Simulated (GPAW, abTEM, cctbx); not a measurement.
# AgRuS2: the scripts behind a bonding study

Short scripts, each with its output. The cell comes from substitution in a known structure type and wasn't matched to any measured phase.

### 1. Build the all-electron density and subtract free atoms

```text
cell
1.0
     3.538281100    0.000000000    0.000000000
    -1.769140550    3.064241320    0.000000000
     0.000000000    0.000000000   14.448558520
Ag Ru S
2 2 4
Direct
0.333333330 0.666666670 0.250000000
0.666666670 0.333333330 0.750000000
0.000000000 0.000000000 0.000000000
0.000000000 0.000000000 0.500000000
0.333333330 0.666666670 0.084346920
0.666666670 0.333333330 0.584346920
0.666666670 0.333333330 0.915653080
0.333333330 0.666666670 0.415653080
```

```python
import numpy as np
from ase.io import read
from ase.units import Bohr
from gpaw import GPAW, PW, FermiDirac
from gpaw.calculator import GPAW as OldGPAW
from gpaw.mpi import serial_comm, world
from scipy.special import erfc
from scipy.spatial import cKDTree

atoms = read("cell.vasp")
atoms.calc = GPAW(mode=PW(450), xc="PBE", kpts={"size": (6, 6, 2), "gamma": True},
                 occupations=FermiDirac(0.05), maxiter=120, symmetry={"tolerance": 1e-5}, txt="scf.txt")
atoms.get_potential_energy()
rho = atoms.calc.get_all_electron_density(gridrefinement=2)
moments = atoms.get_magnetic_moments() if atoms.calc.get_number_of_spins() == 2 else np.zeros(len(atoms))
total = atoms.get_magnetic_moment() if moments.any() else 0.0
if world.rank == 0:
    free = OldGPAW(mode=PW(450), xc="PBE", txt=None, communicator=serial_comm)
    neutral = atoms.copy()
    neutral.set_initial_magnetic_moments(None)
    free.initialize(neutral)
    free.set_positions(neutral)
    drho = rho - free.get_all_electron_density(gridrefinement=2)
    # GPAW starts from confined atoms: exchange their smooth part for that of the datasets' free atoms
    h = np.stack(np.meshgrid(*[np.fft.fftfreq(n, 1 / n) for n in drho.shape], indexing="ij"), -1)
    gabs = np.linalg.norm(h @ atoms.cell.reciprocal(), axis=-1)
    tails = np.fft.fftn(free.get_pseudo_density(gridrefinement=2))
    g, form, v0 = np.linspace(0, gabs.max(), 1500), {}, 0
    for e in set(atoms.symbols):
        idx = atoms.symbols.search(e)
        d = free.setups[idx[0]].data
        r, w = d.rgd.r_g * Bohr, d.rgd.r_g**2 * d.rgd.dr_g
        j0 = np.sinc(2 * g[:, None] * r)
        smooth = sum(f * p**2 for f, p in zip(d.f_j, d.phit_jg)) + np.sqrt(4 * np.pi) * d.nct_g
        full = sum(f * p**2 for f, p in zip(d.f_j, d.phi_jg)) + np.sqrt(4 * np.pi) * d.nc_g
        phase = sum(np.exp(-2j * np.pi * h @ s) for s in atoms.get_scaled_positions()[idx])
        tails -= np.interp(gabs, g, j0 @ (smooth * w)) * phase * drho.size / atoms.get_volume()
        form[e] = j0 @ (full * w)
        v0 += 2 * np.pi / 3 * 14.3996 * (full * w * r**2).sum() * len(idx)  # V A^3
    tails *= 0.5 * erfc((gabs - 1.8) / 0.25)  # the tails differ at long wavelengths alone
    drho += np.fft.ifftn(tails).real  # crystal minus superposed spherical free atoms
    np.save("drho.npy", drho)
    dv = atoms.get_volume() / drho.size
    print("grid", drho.shape, " electrons %.3f" % (rho.sum() * dv), " moved by bonding %.3f e" % (abs(drho).sum() * dv / 2))
    pts = np.indices(drho.shape).reshape(3, -1).T / drho.shape @ atoms.cell
    shifts = (np.indices((3, 3, 3)).reshape(3, -1).T - 1) @ atoms.cell
    images = (atoms.positions[None] + shifts[:, None]).reshape(-1, 3)
    dist, idx = cKDTree(images).query(pts, k=4)
    out = drho.ravel()[dist[:, 0] > 0.5]
    print("deformation density beyond 0.5 A of the nuclei: max %.3f, min %.3f e/A^3" % (out.max(), out.min()))
    tie = dist < dist[:, :1] + 1e-4
    q = -np.bincount((idx % len(atoms))[tie], (drho.ravel()[:, None] / tie.sum(1, keepdims=True) * tie)[tie], len(atoms)) * dv
    print("atom        x       y       z   Voronoi charge  moment")
    for a, s, c, m in zip(atoms, atoms.get_scaled_positions(), q, moments):
        print("%-2s%-3d %7.4f %7.4f %7.4f %10.3f %10.2f" % (a.symbol, a.index + 1, *s, c, m))
    np.savez("free.npz", g=g, **form)
    print("mean inner potential of superposed free atoms %.3f V" % (v0 / atoms.get_volume()))
    print("total magnetic moment %.3f muB" % total)
```

```console
$ OMP_NUM_THREADS=1 mpirun -n 4 gpaw python run.py > gpaw.log
```

```text
grid (36, 36, 144)  electrons 246.000  moved by bonding 1.789 e
deformation density beyond 0.5 A of the nuclei: max 0.429, min -0.823 e/A^3
atom        x       y       z   Voronoi charge  moment
Ag1    0.3333  0.6667  0.2500      0.155       0.00
Ag2    0.6667  0.3333  0.7500      0.155       0.00
Ru3    0.0000  0.0000  0.0000      0.142       0.00
Ru4    0.0000  0.0000  0.5000      0.142       0.00
S 5    0.3333  0.6667  0.0843     -0.149       0.00
S 6    0.6667  0.3333  0.5843     -0.149       0.00
S 7    0.6667  0.3333  0.9157     -0.149       0.00
S 8    0.3333  0.6667  0.4157     -0.149       0.00
mean inner potential of superposed free atoms 17.323 V
total magnetic moment 0.000 muB
```

Time: 29 s on 4 cores of Arm Neoverse V1 (shared host), peak memory 0.89 GiB.

### 2. Fourier-transform the difference

```python
from cctbx import adptbx, crystal, miller, xray
from cctbx.eltbx import tiny_pse
import numpy as np

cs = crystal.symmetry(unit_cell=(3.5383, 3.5383, 14.4486, 90, 90, 120), space_group_symbol='Hall: -P 6c 2c')  # P6_3/mmc
atoms = [  # label, site, U (iso, or U11 U22 U33 U12 U13 U23 in A^2), occupancy
    ("Ag1", (1/3, 2/3, 0.25), 0.0000, 1),
    ("Ru1", (0, 0, 0), 0.0000, 1),
    ("S1", (1/3, 2/3, 0.08435), 0.0000, 1),
]
xs = xray.structure(crystal_symmetry=cs)
for label, site, u, occ in atoms:
    u = adptbx.u_cif_as_u_star(cs.unit_cell(), u) if isinstance(u, tuple) else u
    xs.add_scatterer(xray.scatterer(label, site=site, u=u, occupancy=occ))
xs.scattering_type_registry(table="wk1995")
drho = np.load("drho.npy")
T = np.array([[1, 0, 0], [0, 1, 0], [0, 0, 1]])  # conventional axes in terms of the primitive ones
dF = np.fft.ifftn(drho) * 156.65340  # electrons a conventional cell, indexed by primitive hkl
ms = miller.build_set(cs, anomalous_flag=False, d_min=0.9).sort("resolution")
iam = ms.structure_factors_from_scatterers(xs, algorithm="direct").f_calc()
p1 = xs.expand_to_p1()
z = np.array([tiny_pse.table(sc.scattering_type).atomic_number() for sc in p1.scatterers()])
x = np.array(p1.sites_frac())
free = np.load("free.npz")
print("static structure factors of the conventional cell: F in electrons, V (Mott-Bethe) in volts")
print("   h  k  l      d  |F| table  |F| free   |F| DFT   change   |V| free  |V| DFT  change %")
for h, d, table in list(zip(ms.indices(), ms.d_spacings().data(), iam.data()))[:16]:
    df = dF[tuple(np.rint(np.linalg.solve(T, h)).astype(int))]
    phase = np.exp(2j * np.pi * x @ h)
    f = sum(np.interp(1 / d, free["g"], free[sc.scattering_type]) * p for sc, p in zip(p1.scatterers(), phase))
    fz = (z * phase).sum()
    c = 14.3996 * d * d / (np.pi * cs.unit_cell().volume())
    v0, v1 = abs(fz - f) * c, abs(fz - f - df) * c
    print("%4d%3d%3d %7.4f %9.3f %9.3f %9.3f %8.3f %9.3f %8.3f %8s" % (h + (d, abs(table), abs(f), abs(f + df), abs(f + df) - abs(f), v0, v1, "%.1f" % (100 * (v1 / v0 - 1)) if v0 > 0.02 else "-")))
```

```console
$ python run.py
```

```text
static structure factors of the conventional cell: F in electrons, V (Mott-Bethe) in volts
   h  k  l      d  |F| table  |F| free   |F| DFT   change   |V| free  |V| DFT  change %
   0  0  2  7.2243    23.174    23.167    23.481    0.314     3.241    2.762    -14.8
   0  0  4  3.6122   133.886   133.715   133.320   -0.395     5.680    5.831      2.7
   1  0  0  3.0643     9.681     9.608     9.469   -0.139     0.167    0.129    -22.9
   1  0  1  2.9976    90.674    90.594    90.640    0.046     4.951    4.939     -0.2
   1  0  2  2.8210   100.814   100.621   100.318   -0.303     4.362    4.433      1.6
   1  0  3  2.5853    27.679    27.485    27.092   -0.393     0.292    0.215    -26.3
   0  0  6  2.4081    49.678    49.710    49.996    0.285     3.435    3.386     -1.4
   1  0  4  2.3367    42.511    42.512    42.277   -0.235     2.427    2.464      1.5
   1  0  5  2.1023    78.836    78.754    78.629   -0.125     3.727    3.743      0.4
   1  0  6  1.8934   116.925   116.870   116.457   -0.413     5.256    5.299      0.8
   0  0  8  1.8061   112.167   112.022   111.561   -0.461     3.899    3.943      1.1
   1  1  0  1.7691   165.380   165.341   164.855   -0.486     7.386    7.431      0.6
   1  1  2  1.7184    12.750    12.848    12.549   -0.299     1.075    1.101      2.4
   1  0  7  1.7119    73.962    73.925    73.799   -0.126     3.199    3.210      0.3
   1  1  4  1.5888   103.263   103.209   102.917   -0.292     3.352    3.374      0.6
   1  0  8  1.5559    34.422    34.476    34.371   -0.105     1.494    1.501      0.5
```

Time: 0.32 s on 1 core of Arm Neoverse V1 (shared host), peak memory 0.08 GiB.

### 3. Propagate a plane wave with and without the bonding term

```python
import abtem
import numpy as np
from ase.build import make_supercell
from ase.io import read

abtem.config.set({"dask.lazy": False, "fft": "fftw", "diagnostics.progress_bar": False})
M = [[0, 1, 0], [0, 0, 1], [2, 1, 0]]  # rows: x, y and beam direction in the primitive cell's axes
unit = make_supercell(read("cell.vasp"), M)
unit.set_cell(list(unit.cell.lengths()) + [90, 90, 90], scale_atoms=True)
unit.positions[:, 2] += 0.5107  # keeps atomic planes off the slice boundaries
unit.wrap()
slab = unit * (2, 2, 65)
print(slab.get_chemical_formula(), "| box %.2f x %.2f x %.2f A" % tuple(slab.cell.lengths()))

# change of the potential by bonding, from the DFT deformation density (Poisson's equation term by term)
drho = np.load("drho.npy")
prim = read("cell.vasp")
h = np.stack(np.meshgrid(*[np.fft.fftfreq(n, 1 / n) for n in drho.shape], indexing="ij"), -1).reshape(-1, 3).astype(int)
g2 = ((h @ prim.cell.reciprocal()) ** 2).sum(1)
keep = (g2 > 0) & (g2 < 2.5**2)
shape = (102, 413, 36)
vg = np.zeros(shape, complex)
hm = h[keep] @ np.array(M).T
move = np.exp(-2j * np.pi * hm[:, 2] * (0.5107 / unit.cell[2, 2] - 0.5 / shape[2]))  # the same shift, sampled at mid-points
vg[tuple(hm.T % np.array(shape)[:, None])] = -14.3996 / np.pi * (np.fft.fftn(drho).ravel() / drho.size)[keep] / g2[keep] * move
dV = np.fft.ifftn(vg).real * vg.size
dV = dV.reshape(102, 413, 6, 6).mean(3) * unit.cell[2, 2] / 6  # V A, projected in each slice
dV = np.tile(dV.transpose(2, 0, 1), (65, 2, 2))


def build(atoms):
    p = abtem.Potential(atoms, gpts=(204, 826), slice_thickness=[slab.cell[2, 2] / 390] * 390,
                        parametrization="lobato", projection="infinite", exit_planes=30).build()
    p.array[:] += BONDING * dV
    return p


sigmas = {'Ag': 0.064, 'Ru': 0.065, 'S': 0.077}  # r.m.s. displacement along each axis, A
u = np.array([sigmas[s] for s in slab.symbols])[:, None]
rng = np.random.default_rng(236)


def potentials():
    for _ in range(3):  # frozen phonons, one configuration at a time
        atoms = slab.copy()
        atoms.positions += u * rng.standard_normal((len(atoms), 3))
        atoms.wrap()
        yield build(atoms)


for label, BONDING in (("IAM", 0.0), ("DFT", 1.0)):
    print("=====", label)
    rng = np.random.default_rng(236)  # the same displacements for both
    potential = build(slab)
    print("grid", potential.gpts, "slices", potential.num_slices)
    thickness = potential.exit_thicknesses
    wave = abtem.PlaneWave(energy=300000)
    dp = np.mean([wave.multislice(p).diffraction_patterns(max_angle="valid").array for p in potentials()], axis=0)
    hkl = [(0, 0, 0), (0, 0, 1), (0, 0, 2), (0, 0, 3), (1, -2, 0), (1, -2, 1), (1, -2, 2)]
    nx, ny = dp.shape[-2:]
    print("intensity of each beam, fraction of the incident wave")
    print("  t (A)" + "".join("%9s" % " ".join(map(str, h)) for h in hkl) + "  diffuse    total")
    grid = np.zeros((nx, ny), bool)
    grid[nx // 2 % 2::2, ny // 2 % 2::2] = True
    for t, a in list(zip(thickness, dp))[1:]:
        idx = [np.rint(np.array(M) @ np.linalg.solve([[1, 0, 0], [0, 1, 0], [0, 0, 1]], h)).astype(int) for h in hkl]
        print("%7.1f" % t + "".join("%9.5f" % a[nx // 2 + i[0] * 2, ny // 2 + i[1] * 2] for i in idx) + "%9.4f%9.4f" % (a[~grid].sum(), a.sum()))
```

```console
$ python run.py
```

```text
Ag1040Ru1040S2080 | box 7.08 x 28.90 x 398.35 A
===== IAM
grid (204, 826) slices 390
intensity of each beam, fraction of the incident wave
  t (A)    0 0 0    0 0 1    0 0 2    0 0 3   1 -2 0   1 -2 1   1 -2 2  diffuse    total
   30.6  0.82000  0.00000  0.00461  0.00000  0.01756  0.00000  0.00042   0.0136   0.9992
   61.3  0.49254  0.00000  0.01605  0.00000  0.04812  0.00001  0.00159   0.0443   0.9970
   91.9  0.26957  0.00001  0.03007  0.00001  0.05354  0.00001  0.00258   0.0849   0.9942
  122.6  0.20122  0.00001  0.04488  0.00003  0.03646  0.00001  0.00311   0.1156   0.9919
  153.2  0.17610  0.00001  0.06252  0.00006  0.03196  0.00004  0.00367   0.1342   0.9907
  183.9  0.10397  0.00001  0.08403  0.00006  0.04910  0.00007  0.00488   0.1462   0.9900
  214.5  0.01994  0.00001  0.10310  0.00005  0.06011  0.00007  0.00535   0.1607   0.9890
  245.1  0.00681  0.00002  0.11023  0.00006  0.04971  0.00010  0.00454   0.1815   0.9876
  275.8  0.08127  0.00002  0.10281  0.00009  0.03049  0.00015  0.00304   0.1988   0.9863
  306.4  0.18252  0.00000  0.08851  0.00009  0.01537  0.00015  0.00203   0.2088   0.9855
  337.1  0.25117  0.00001  0.07379  0.00008  0.00973  0.00009  0.00176   0.2167   0.9847
  367.7  0.29685  0.00002  0.06005  0.00008  0.01089  0.00008  0.00156   0.2294   0.9835
  398.4  0.35186  0.00003  0.04386  0.00006  0.01227  0.00007  0.00169   0.2445   0.9821
===== DFT
grid (204, 826) slices 390
intensity of each beam, fraction of the incident wave
  t (A)    0 0 0    0 0 1    0 0 2    0 0 3   1 -2 0   1 -2 1   1 -2 2  diffuse    total
   30.6  0.82080  0.00000  0.00354  0.00000  0.01767  0.00000  0.00047   0.0136   0.9992
   61.3  0.49705  0.00000  0.01325  0.00000  0.04761  0.00001  0.00191   0.0444   0.9970
   91.9  0.28111  0.00001  0.02662  0.00001  0.05146  0.00001  0.00336   0.0851   0.9942
  122.6  0.22037  0.00002  0.04086  0.00003  0.03394  0.00001  0.00397   0.1158   0.9919
  153.2  0.20035  0.00001  0.05617  0.00006  0.03082  0.00004  0.00420   0.1340   0.9907
  183.9  0.12810  0.00001  0.07530  0.00006  0.04894  0.00007  0.00519   0.1458   0.9900
  214.5  0.03511  0.00002  0.09691  0.00005  0.05900  0.00006  0.00593   0.1607   0.9890
  245.1  0.00192  0.00002  0.11330  0.00006  0.04734  0.00009  0.00559   0.1819   0.9875
  275.8  0.04924  0.00002  0.11758  0.00009  0.02819  0.00014  0.00427   0.1993   0.9862
  306.4  0.12536  0.00000  0.11120  0.00009  0.01433  0.00013  0.00293   0.2093   0.9854
  337.1  0.17967  0.00001  0.09839  0.00009  0.00985  0.00008  0.00269   0.2175   0.9846
  367.7  0.22251  0.00002  0.08380  0.00008  0.01145  0.00007  0.00310   0.2310   0.9834
  398.4  0.28357  0.00003  0.06735  0.00006  0.01260  0.00006  0.00368   0.2474   0.9819
```

Time: 2 min.

[Outputs are excerpts: Python notices, other lines and further rows are left out; steps that failed or that the build refused (PBEsol, TPSS) are not shown.]

[Logs are printed without paths, hosts, clocks, repeated set-up lines and the standing remarks that a program may print on its own settings, such as how far it seeks lower states.]
